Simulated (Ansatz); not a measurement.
# Convergence of a linear-scaling basis for Ta(100)/ZrC(100) interface (56 atoms)

Aim: test how closely localised support functions follow the reference on Ta(100)/ZrC(100) interface (56 atoms), and at what cost. A setting counts as converged where the r.m.s. difference of forces stays under 1 % of the r.m.s. force.

Program: Ansatz 0.2.0. Level of theory: Kohn-Sham DFT, PBE, PAW (set soft_2), plane waves. Values are calculated unless marked as measured.

This is a report of a sequence of runs, with the program logs left out and the cost of each run kept.

### Step 1. The system as given

The cell holds 56 atoms: 24 Ta, 16 Zr and 16 C. Cell: a = 13.619 Å, b = 6.606 Å, c = 11.983 Å, α = 90.0°, β = 90.0°, γ = 104.0°. It derives from Ta and ZrC. Bcc Ta(100), 3 repeat layers, 8 surface cells, strained -0.00 and +0.00 %; rock-salt ZrC(100), 2 layers, 8 cells, -0.57 and -0.57 %; outer planes 3.13 Å apart and 3.19 Å at the second interface of the periodic stack; not relaxed, displaced by a Gaussian of 0.02 Å. Regions: Ta, 24 atoms (24 Ta); ZrC, 32 atoms (16 Zr and 16 C).

Limits known from the start: The host structure and its lattice constant were typed by rule, without a check against the phase diagram. The levels lack spin–orbit coupling, which is large for the heavy elements here.

### Step 2. Plane-wave single point

This run is the reference for what follows, at a cutoff of 420 eV.

input.yaml

```yaml
crystal:
  lattice:
    - [13.6186, 0.0, 0.0]
    - [-1.60219, 6.40876, 0.0]
    - [0.0, 0.0, 11.98281]
  atoms:
    - { symbol: Ta, position: [0.74901, 0.37477, 0.99677] }
    - { symbol: Ta, position: [0.62486, 0.56612, 0.1359] }
    - { symbol: Ta, position: [0.50093, 0.25041, 0.27668] }
    - { symbol: Ta, position: [0.74998, 0.86997, 0.00216] }
    - { symbol: Ta, position: [0.62415, 0.05885, 0.13613] }
    - { symbol: Ta, position: [0.4996, 0.74949, 0.27542] }
    - { symbol: Ta, position: [0.5014, 0.24561, 0.00285] }
    - { symbol: Ta, position: [0.3743, 0.43759, 0.13782] }
[... 44 atom lines left out ...]
    - { symbol: Zr, position: [0.27696, 0.3512, 0.53818] }
    - { symbol: C, position: [0.15131, 0.53545, 0.54106] }
    - { symbol: Zr, position: [0.15313, 0.53859, 0.73409] }
    - { symbol: C, position: [0.27836, 0.35392, 0.73422] }
kpoints:
  mp_grid: { grid: [2, 3, 2] }
hamiltonian:
  xc: pbe
scf:
  occupations: { method: fermi_dirac, width: 0.1 }
output:
  forces: true
  stress: true
  populations: true
  dos:
    method: { smearing: { sigma: 0.15 } }
    de: 0.1
    projected:
      site_lists:
        C: [C]
        Ta: [0, 1, 2, 3, 4, 5, 6, 7, 8, 9, 10, 11, 12, 13, 14, 15, 16, 17, 18, 19, 20, 21, 22, 23]
        Zr: [Zr]
        ZrC: [24, 25, 26, 27, 28, 29, 30, 31, 32, 33, 34, 35, 36, 37, 38, 39, 40, 41, 42, 43, 44, 45, 46, 47, 48, 49, 50, 51, 52, 53, 54, 55]
  eigenvalues: true
  write_density: true
  write_potential: true
  volumetric_format: npy
```

On the command line:

```
ansatz run input.yaml --threads 4 --pin off --max-ram 8192MiB --backend cpu --events-out ev --progress --plain --runs-dir out
```

The job ended after 79 s (4 threads of Intel Xeon 6975P-C (Granite Rapids), shared host; peak memory 6.4 GiB).

Numbers from this run:

```yaml
free_energy: -309320.8267 eV
free_energy_per_atom: -5523.5862 eV/atom
scf_cycles: 8
pressure: -9.867 GPa
r_m_s_force_component: 0.2974 eV/Å
longest_force: 1.132 eV/Å
fermi_energy: 13.32 eV
levels_partly_filled_by_over_2_per_cent: 147
spilling_of_the_projection: 0.005762
```

The r.m.s. force component of 0.30 eV/Å sets the scale for the differences below.

### Step 3. Support functions medium

With localised support functions most steps grow linearly with size, though the diagonalisation grows faster unless the density matrix is cut; this run measures error and cost at this size. The level medium gives here a grid of 60×30×54 points and a radius of 3.87 Å.

This step: Kohn-Sham DFT, PBE, PAW (set soft_2), localised support functions (medium) (Ansatz 0.2.0).

input.yaml, the sections that differ from step 2:

```yaml
scf:
  occupations: { method: fermi_dirac, width: 0.1 }
  eigensolver: { kind: { support_functions: { accuracy: medium } } }
  max_iter: 150
output:
  forces: true
# crystal, kpoints, hamiltonian: as in step 2
```

Run time: 64 s. Hardware: 4 threads; peak memory 3 GiB.

The program notes that the band table was not solved further than the SCF left it and it switched symmetry off.

Keys that differ from the reference: support_functions.accuracy = "medium" and scf.max_iter = 150.

Forces differ from the reference by 1.8 meV/Å r.m.s., 0.61 % of their size, within a tolerance of 1 %; the energy by -1.1 meV/atom.

### Step 4. Support functions low

The level low is asked for. Here it resolves to the same grid and radius as in the run with support functions medium, so the basis is not new.

This step: Kohn-Sham DFT, PBE, PAW (set soft_2), localised support functions (low) (Ansatz 0.2.0).

input.yaml, the sections that differ from step 3:

```yaml
scf:
  occupations: { method: fermi_dirac, width: 0.1 }
  eigensolver: { kind: { support_functions: { accuracy: low } } }
  max_iter: 150
# crystal, kpoints, hamiltonian, output: as in step 3
```

Run time: 59 s. Hardware: 4 threads; peak memory 3 GiB.

Keys that differ from the reference: support_functions.accuracy = "low" and scf.max_iter = 150.

Forces differ from the reference by 2.9 meV/Å r.m.s., 0.96 % of their size, within a tolerance of 1 %; the energy by -1.1 meV/atom.

### Step 5. Support functions medium, radius 3.75 Å

The radius confines each support function; a larger one gives more freedom and more work per atom.

This step: Kohn-Sham DFT, PBE, PAW (set soft_2), localised support functions (medium) (Ansatz 0.2.0).

input.yaml, the sections that differ from step 4:

```yaml
scf:
  occupations: { method: fermi_dirac, width: 0.1 }
  eigensolver: { kind: { support_functions: { accuracy: medium, radius: 3.75 } } }
  max_iter: 150
# crystal, kpoints, hamiltonian, output: as in step 4
```

It took 60 s on 4 threads; peak memory 2.8 GiB; 3.6 min of CPU time.

Keys that differ from the reference: support_functions.accuracy = "medium", support_functions.radius = 3.75 and scf.max_iter = 150.

Forces differ from the reference by 2.1 meV/Å r.m.s., 0.70 % of their size, within a tolerance of 1 %; the energy by -1.1 meV/atom.

### Step 6. Support functions medium, radius 4.06 Å

input.yaml, the sections that differ from step 5:

```yaml
scf:
  occupations: { method: fermi_dirac, width: 0.1 }
  eigensolver: { kind: { support_functions: { accuracy: medium, radius: 4.06 } } }
  max_iter: 150
# crystal, kpoints, hamiltonian, output: as in step 5
```

Elapsed: 70 s, on 4 threads; peak memory 3.1 GiB; 4.3 min of CPU time.

Keys that differ from the reference: support_functions.accuracy = "medium", support_functions.radius = 4.06 and scf.max_iter = 150.

Forces differ from the reference by 1.5 meV/Å r.m.s., 0.52 % of their size, within a tolerance of 1 %; the energy by -1.1 meV/atom.

### Step 7. Cost against change

Differences are against the plane-wave reference (Kohn-Sham DFT, PBE, PAW (set soft_2), plane waves), whose r.m.s. force component is 0.297 eV/Å. Energies are set beside the reference only for runs with its functional, potentials and electron count. Times are for 4 threads of Intel Xeon 6975P-C (Granite Rapids), shared host. The reference's time includes the DOS, the stress and grids, which some other runs skip.

| run | Δ force, r.m.s. (meV/Å) | share of r.m.s. force (%) | Δ energy (meV/atom) | cycles | time | host memory (GiB) |
| --- | --- | --- | --- | --- | --- | --- |
| reference | - | - | - | 8 | 79 s | 6.4 |
| support functions medium | 1.81 | 0.610 | -1.12 | 10 | 64 s | 3.0 |
| support functions low | 2.85 | 0.960 | -1.12 | 9 | 59 s | 3.0 |
| support functions medium, radius 3.75 Å | 2.09 | 0.702 | -1.10 | 10 | 60 s | 2.8 |
| support functions medium, radius 4.06 Å | 1.54 | 0.517 | -1.13 | 10 | 70 s | 3.1 |

### Step 8. The reference in detail

The comparisons rest on this run, so its electronic structure is set out here.

Length of the force by element and coordination:

| element | coordination | atoms | mean length of the force (eV/Å) | spread | least | most |
| --- | --- | --- | --- | --- | --- | --- |
| C | all | 16 | 0.320 | 0.125 | 0.0342 | 0.546 |
| Ta | all | 24 | 0.503 | 0.164 | 0.128 | 0.749 |
| Zr | all | 16 | 0.582 | 0.229 | 0.258 | 1.13 |

Löwdin charges by element and coordination (they lack the spilled electrons, 0.058 e an atom on average):

| element | coordination | atoms | mean charge (e) | spread | least | most |
| --- | --- | --- | --- | --- | --- | --- |
| C | all | 16 | -0.767 | 0.0023 | -0.770 | -0.761 |
| Ta | all | 24 | 0.173 | 0.0829 | 0.053 | 0.248 |
| Zr | all | 16 | 0.711 | 0.0039 | 0.705 | 0.721 |

By region:

| region | atoms | mean length of the force (eV/Å) |
| --- | --- | --- |
| Ta | 24 | 0.503 |
| ZrC | 32 | 0.451 |

Density of states as counts of states in windows of 1 eV (from the Fermi level), total and the larger projections:

| from (eV) | to (eV) | total | ZrC | Ta d | Zr d | C p | Ta s | C s |
| --- | --- | --- | --- | --- | --- | --- | --- | --- |
| -18 | -11 | 0.0 | 0.0 | 0.0 | 0.0 | 0.0 | 0.0 | 0.0 |
| -11 | -10 | 2.3 | 2.3 | 0.0 | 0.1 | 0.0 | 0.0 | 1.1 |
| -10 | -9 | 18.6 | 18.4 | 0.1 | 4.1 | 0.2 | 0.1 | 11.2 |
| -9 | -8 | 11.2 | 11.0 | 0.1 | 1.9 | 0.1 | 0.0 | 8.1 |
| -8 | -7 | 0.2 | 0.0 | 0.0 | 0.0 | 0.0 | 0.2 | 0.0 |
| -7 | -6 | 2.6 | 0.1 | 0.1 | 0.0 | 0.0 | 2.4 | 0.0 |
| -6 | -5 | 3.4 | 0.1 | 0.4 | 0.1 | 0.0 | 2.8 | 0.0 |
| -5 | -4 | 13.3 | 5.2 | 2.7 | 1.9 | 2.4 | 5.3 | 0.1 |
| -4 | -3 | 37.8 | 16.4 | 15.1 | 5.9 | 8.3 | 5.9 | 0.3 |
| -3 | -2 | 58.7 | 36.3 | 19.6 | 14.1 | 20.3 | 2.0 | 0.4 |
| -2 | -1 | 61.1 | 26.3 | 32.1 | 10.6 | 14.6 | 1.2 | 0.4 |
| -1 | 0 | 37.6 | 12.5 | 22.3 | 5.9 | 5.6 | 1.4 | 0.3 |
| 0 | 1 | 47.4 | 12.0 | 30.9 | 8.1 | 2.6 | 2.0 | 0.3 |

Between -26 and -18 eV lie 5 more states.

The levels nearest the highest filled one (over half full), pooled over k-points and spins:

| level less the highest filled one (eV) | occupation |
| --- | --- |
| -0.0455 | 1.23 |
| -0.0222 | 1.11 |
| -0.0188 | 1.10 |
| -0.005 | 1.03 |
| -0.0016 | 1.01 |
| 0 | 1.00 |
| 0.0021 | 0.993 |
| 0.0047 | 0.98 |
| 0.0057 | 0.975 |
| 0.0067 | 0.97 |
| 0.0148 | 0.93 |
| 0.0164 | 0.922 |

Planar average of the electrostatic potential energy along the normal, with the Fermi level as zero, after a running mean with a triangular window 4 Å wide at its base:

| height (Å) | potential energy (eV) |
| --- | --- |
| 0.0 | -8.28 |
| 0.3 | -9.21 |
| 0.7 | -9.94 |
| 1.0 | -10.20 |
| 1.3 | -10.38 |
| 1.6 | -10.45 |
| 2.1 | -10.28 |
| 2.4 | -10.05 |
| 2.7 | -9.74 |
| 3.1 | -8.86 |
| 3.4 | -7.83 |
| 3.7 | -6.51 |
| 4.0 | -5.19 |
| 4.4 | -3.93 |
| 4.7 | -3.79 |
| 5.0 | -4.20 |
| 5.5 | -5.60 |
| 5.8 | -6.87 |
| 6.1 | -8.12 |
| 6.4 | -9.00 |
| 6.8 | -9.43 |
| 7.1 | -9.39 |
| 7.4 | -9.33 |
| 7.8 | -9.32 |
| 8.1 | -9.37 |
| 8.4 | -9.40 |
| 8.7 | -9.20 |
| 9.2 | -8.00 |
| 9.5 | -6.71 |
| 9.8 | -5.38 |
| 10.2 | -3.91 |
| 10.5 | -3.49 |
| 10.8 | -3.63 |
| 11.1 | -4.37 |
| 11.5 | -6.30 |
| 11.8 | -7.68 |

Electrostatic potential energy in the ca plane at fractional y = 0.632, with atoms of Ta and Zr and C within 0.2 Å of it. With pseudopotentials it is smooth inside the atoms' cores, unlike the true potential.

Ten even steps from '0' (-42 eV) to '9' (17 eV), each cell a mean:
```
6789999876789998765679998899999887
9886557889999999998999999999999999
9863003689999999999999999999999999
9863013799999998765679999899999999
9987667899999997300048973259999999
9999999999999997300038872048999999
9999889999999998754578998789999999
9976446899999999999999998889999999
9862003699999999999999987788999999
9874225799999999988899988889999999
8888778888889999877789999999999988
5689999765578999887889999999999865
4579998754568999998999987678999864
7788888877789999953589741025899987
9999889999999999820278620004899999
8999999998899999987899863347899998
3579998743468999999999998889999864
0048997400026899999999999999998620
0258998410137999998999987678998630
6789999865678999987799852147899876
9999889999999999987899863247899999
9998888999999999988899987788999999
6788988876788998754578998899999887
5689999865578998620268987689999865
```
Columns run along c (12.0 Å; values clipped at the 3rd and 97th percentile), rows up along a (13.6 Å). Atoms in or near the plane, at fractional coordinates: Ta at (0.27, 0.25), Ta at (0.00, 0.25), Zr at (0.53, 0.78), C at (0.73, 0.78), Zr at (0.73, 0.40).

Valence density in the ca plane at fractional y = 0.632, with atoms of Ta and Zr and C within 0.2 Å of it. It is the smooth field of the valence electrons, not physical close to the nuclei.

Ten even steps from '0' (0.1 e/Å³) to '9' (4.2 e/Å³), each cell a mean:
```
1100000011100000012100001100000001
0001221000000000000000000000000000
0015985100000000000000000000000000
0015884100000000012100001100000000
0001111000000000388730012320000000
0000000000000000388730013321000000
0000000000000000023200001110000000
0002432000000000000000000000000000
0016995100000000000000000100000000
0013653100000000001000000100000000
0000110000000000011100000000000000
3100000023210000000000000000000012
4200000123310000001000001110000013
1000000001000000123210137752000000
0000000000000000123310159983000000
0000000000000000011100014420000000
4310000134310000000000000000000014
9830000499951000000000000000000169
9720000389840000000000001100000148
2100000012100000012110024531000001
0000000000000000012110014520000000
0000000000000000001100001100000000
1000000011100000023210001100000001
2100000013210000146410012210000012
```
Columns run along c (12.0 Å), rows up along a (13.6 Å). Atoms in or near the plane, at fractional coordinates: Ta at (0.27, 0.25), Ta at (0.00, 0.25), Zr at (0.53, 0.78), C at (0.73, 0.78), Zr at (0.73, 0.40).

Mean Löwdin charges: C -0.77, Ta +0.17, Zr +0.71 e (they miss 0.58 % of the electrons, so they add up to more than the cell's charge). Within 0.4 eV of the Fermi level the largest share is Ta d (68 % of the projected weight).

### Step 9. Local order

These statistics describe the geometry on which the runs were made.

Density 9.52 g/cm³, 18.68 Å³ an atom.

g(r), total and by pair (bins of 0.2 Å):

| r (Å) | total | Ta-Ta | Ta-C | Ta-Zr | C-C | C-Zr | Zr-Zr |
| --- | --- | --- | --- | --- | --- | --- | --- |
| 2.20 | 0.26 | 0.00 | 0.00 | 0.00 | 0.00 | 1.57 | 0.00 |
| 2.40 | 3.62 | 0.00 | 0.00 | 0.00 | 0.00 | 22.16 | 0.00 |
| 2.60 | 0.00 | 0.00 | 0.00 | 0.00 | 0.00 | 0.00 | 0.00 |
| 2.80 | 2.01 | 10.95 | 0.00 | 0.00 | 0.00 | 0.00 | 0.00 |
| 3.00 | 0.06 | 0.34 | 0.00 | 0.00 | 0.00 | 0.00 | 0.00 |
| 3.20 | 1.71 | 3.37 | 0.00 | 0.00 | 6.35 | 0.00 | 7.00 |
| 3.40 | 3.38 | 4.05 | 1.20 | 1.38 | 12.60 | 0.00 | 11.95 |
| 3.60 | 0.28 | 0.00 | 0.58 | 0.57 | 0.00 | 0.00 | 0.00 |
| 3.80 | 0.41 | 0.00 | 0.93 | 0.77 | 0.00 | 0.00 | 0.00 |
| 4.00 | 0.98 | 0.00 | 0.00 | 0.00 | 0.00 | 6.00 | 0.00 |
| 4.20 | 0.05 | 0.00 | 0.00 | 0.00 | 0.00 | 0.29 | 0.00 |
| 4.40 | 0.04 | 0.00 | 0.00 | 0.16 | 0.00 | 0.00 | 0.00 |
| 4.60 | 1.98 | 4.65 | 0.93 | 0.87 | 4.18 | 0.00 | 4.19 |
| 4.80 | 0.55 | 0.65 | 0.89 | 0.47 | 0.58 | 0.00 | 0.58 |
| 5.00 | 0.64 | 0.00 | 1.16 | 1.44 | 0.00 | 0.00 | 0.00 |
| 5.20 | 2.50 | 0.00 | 1.29 | 1.33 | 0.00 | 11.41 | 0.00 |
| 5.40 | 0.92 | 4.97 | 0.00 | 0.00 | 0.00 | 0.00 | 0.00 |
| 5.60 | 0.78 | 1.41 | 0.79 | 0.82 | 0.70 | 0.00 | 0.91 |
| 5.80 | 1.70 | 1.19 | 1.19 | 1.19 | 5.65 | 0.00 | 5.45 |
| 6.00 | 0.40 | 0.00 | 0.78 | 0.84 | 0.00 | 0.00 | 0.00 |
| 6.20 | 0.39 | 0.00 | 0.79 | 0.79 | 0.00 | 0.00 | 0.00 |
| 6.40 | 0.59 | 0.00 | 1.28 | 1.14 | 0.00 | 0.00 | 0.00 |
| 6.60 | 1.35 | 1.59 | 1.29 | 1.43 | 2.38 | 0.00 | 2.38 |
| 6.80 | 0.72 | 0.00 | 1.60 | 1.34 | 0.00 | 0.00 | 0.00 |
| 7.00 | 0.92 | 0.00 | 0.40 | 0.53 | 0.00 | 4.23 | 0.00 |
| 7.20 | 1.18 | 1.79 | 1.75 | 1.73 | 0.00 | 0.00 | 0.00 |
| 7.40 | 2.24 | 3.39 | 1.41 | 1.39 | 5.72 | 0.00 | 5.72 |
| 7.60 | 0.64 | 0.00 | 1.25 | 1.33 | 0.00 | 0.08 | 0.00 |

The surroundings of Zr37, which bears the longest force, nearest first, numbered as they follow in the input and with coordinates relative to it.

| atom | x | y | z | distance (Å) | Löwdin charge (e) | Fx | Fy | Fz (eV/Å) |
| --- | --- | --- | --- | --- | --- | --- | --- | --- |
| Zr37 | 0.00 | 0.00 | 0.00 | 0.00 | 0.71 | 0.92 | 0.65 | 0.13 |
| C54 | -1.18 | -2.00 | 0.05 | 2.32 | -0.76 | 0.12 | 0.40 | -0.09 |
| C38 | -1.96 | 1.27 | 0.03 | 2.33 | -0.77 | -0.05 | -0.40 | -0.07 |
| C50 | 2.04 | -1.16 | 0.00 | 2.35 | -0.77 | -0.03 | 0.00 | 0.00 |
| C40 | 0.04 | 0.03 | 2.36 | 2.37 | -0.77 | -0.22 | -0.12 | -0.11 |
| C34 | 1.25 | 2.05 | 0.00 | 2.40 | -0.77 | -0.14 | -0.06 | 0.05 |
| Zr41 | -3.15 | -0.78 | 0.00 | 3.24 | 0.71 | -0.07 | 0.14 | 0.21 |
| Zr53 | 0.83 | -3.18 | 0.02 | 3.28 | 0.71 | 0.56 | 0.23 | -0.05 |
| Zr55 | -1.16 | -1.98 | 2.37 | 3.30 | 0.71 | -0.61 | -0.13 | 0.01 |
| Zr39 | -1.95 | 1.24 | 2.37 | 3.31 | 0.71 | -0.66 | -0.37 | -0.12 |
| Zr53 | -0.78 | 3.23 | 0.02 | 3.32 | 0.71 | 0.56 | 0.23 | -0.05 |
| Zr51 | 2.02 | -1.18 | 2.37 | 3.33 | 0.71 | 0.24 | 0.10 | -0.31 |
| Zr33 | 3.25 | 0.84 | -0.01 | 3.36 | 0.71 | -0.22 | 0.11 | 0.10 |
| Zr35 | 1.22 | 2.03 | 2.38 | 3.36 | 0.72 | 0.27 | -0.16 | -0.34 |
| Ta12 | 0.00 | -1.38 | -3.15 | 3.44 | 0.23 | -0.23 | -0.34 | -0.36 |

### Step 10. Outcome

```
free energy per atom        : -5523.5862 eV/atom
density                     : 9.518 g/cm³
pressure                    : -9.867 GPa
r.m.s. force component      : 0.2974 eV/Å
wall time of the 5 DFT runs : 5.5 min
```

What this shows: Against plane waves at 420 eV, the forces differ by 1.8 meV/Å (0.61 %) with support functions medium, and by 1.5 meV/Å in the closest run (support functions medium, radius 4.06 Å). Differences between support functions and plane waves include what basis error the plane-wave run still has. As the radius goes from 3.75 to 4.06 Å, the force difference goes from 2.1 to 1.5 meV/Å, and the time from 60 s to 70 s.

147 levels are partly filled, by over 2 % (on the run's k-points): the run gives no sign of a gap.

**Limits.** The geometry was built by rule, was displaced at random and isn't relaxed at this level: its force components are 0.30 eV/Å r.m.s. The stress is far from hydrostatic: its diagonal is -8.5, -8.2, -12.9 GPa, compression counted positive. The pressure of -9.9 GPa shows the cell to be stretched for this functional.

[Long decimals in the printed logs are rounded to 6 places.]

[Logs are printed without paths, hosts, clocks, repeated set-up lines and the standing remarks that a program may print on its own settings, such as how far it seeks lower states.]

[Hosts, paths, dates, database ids (printed as entryN), source tags and the programs' standing remarks are cut or masked in the printed files.]
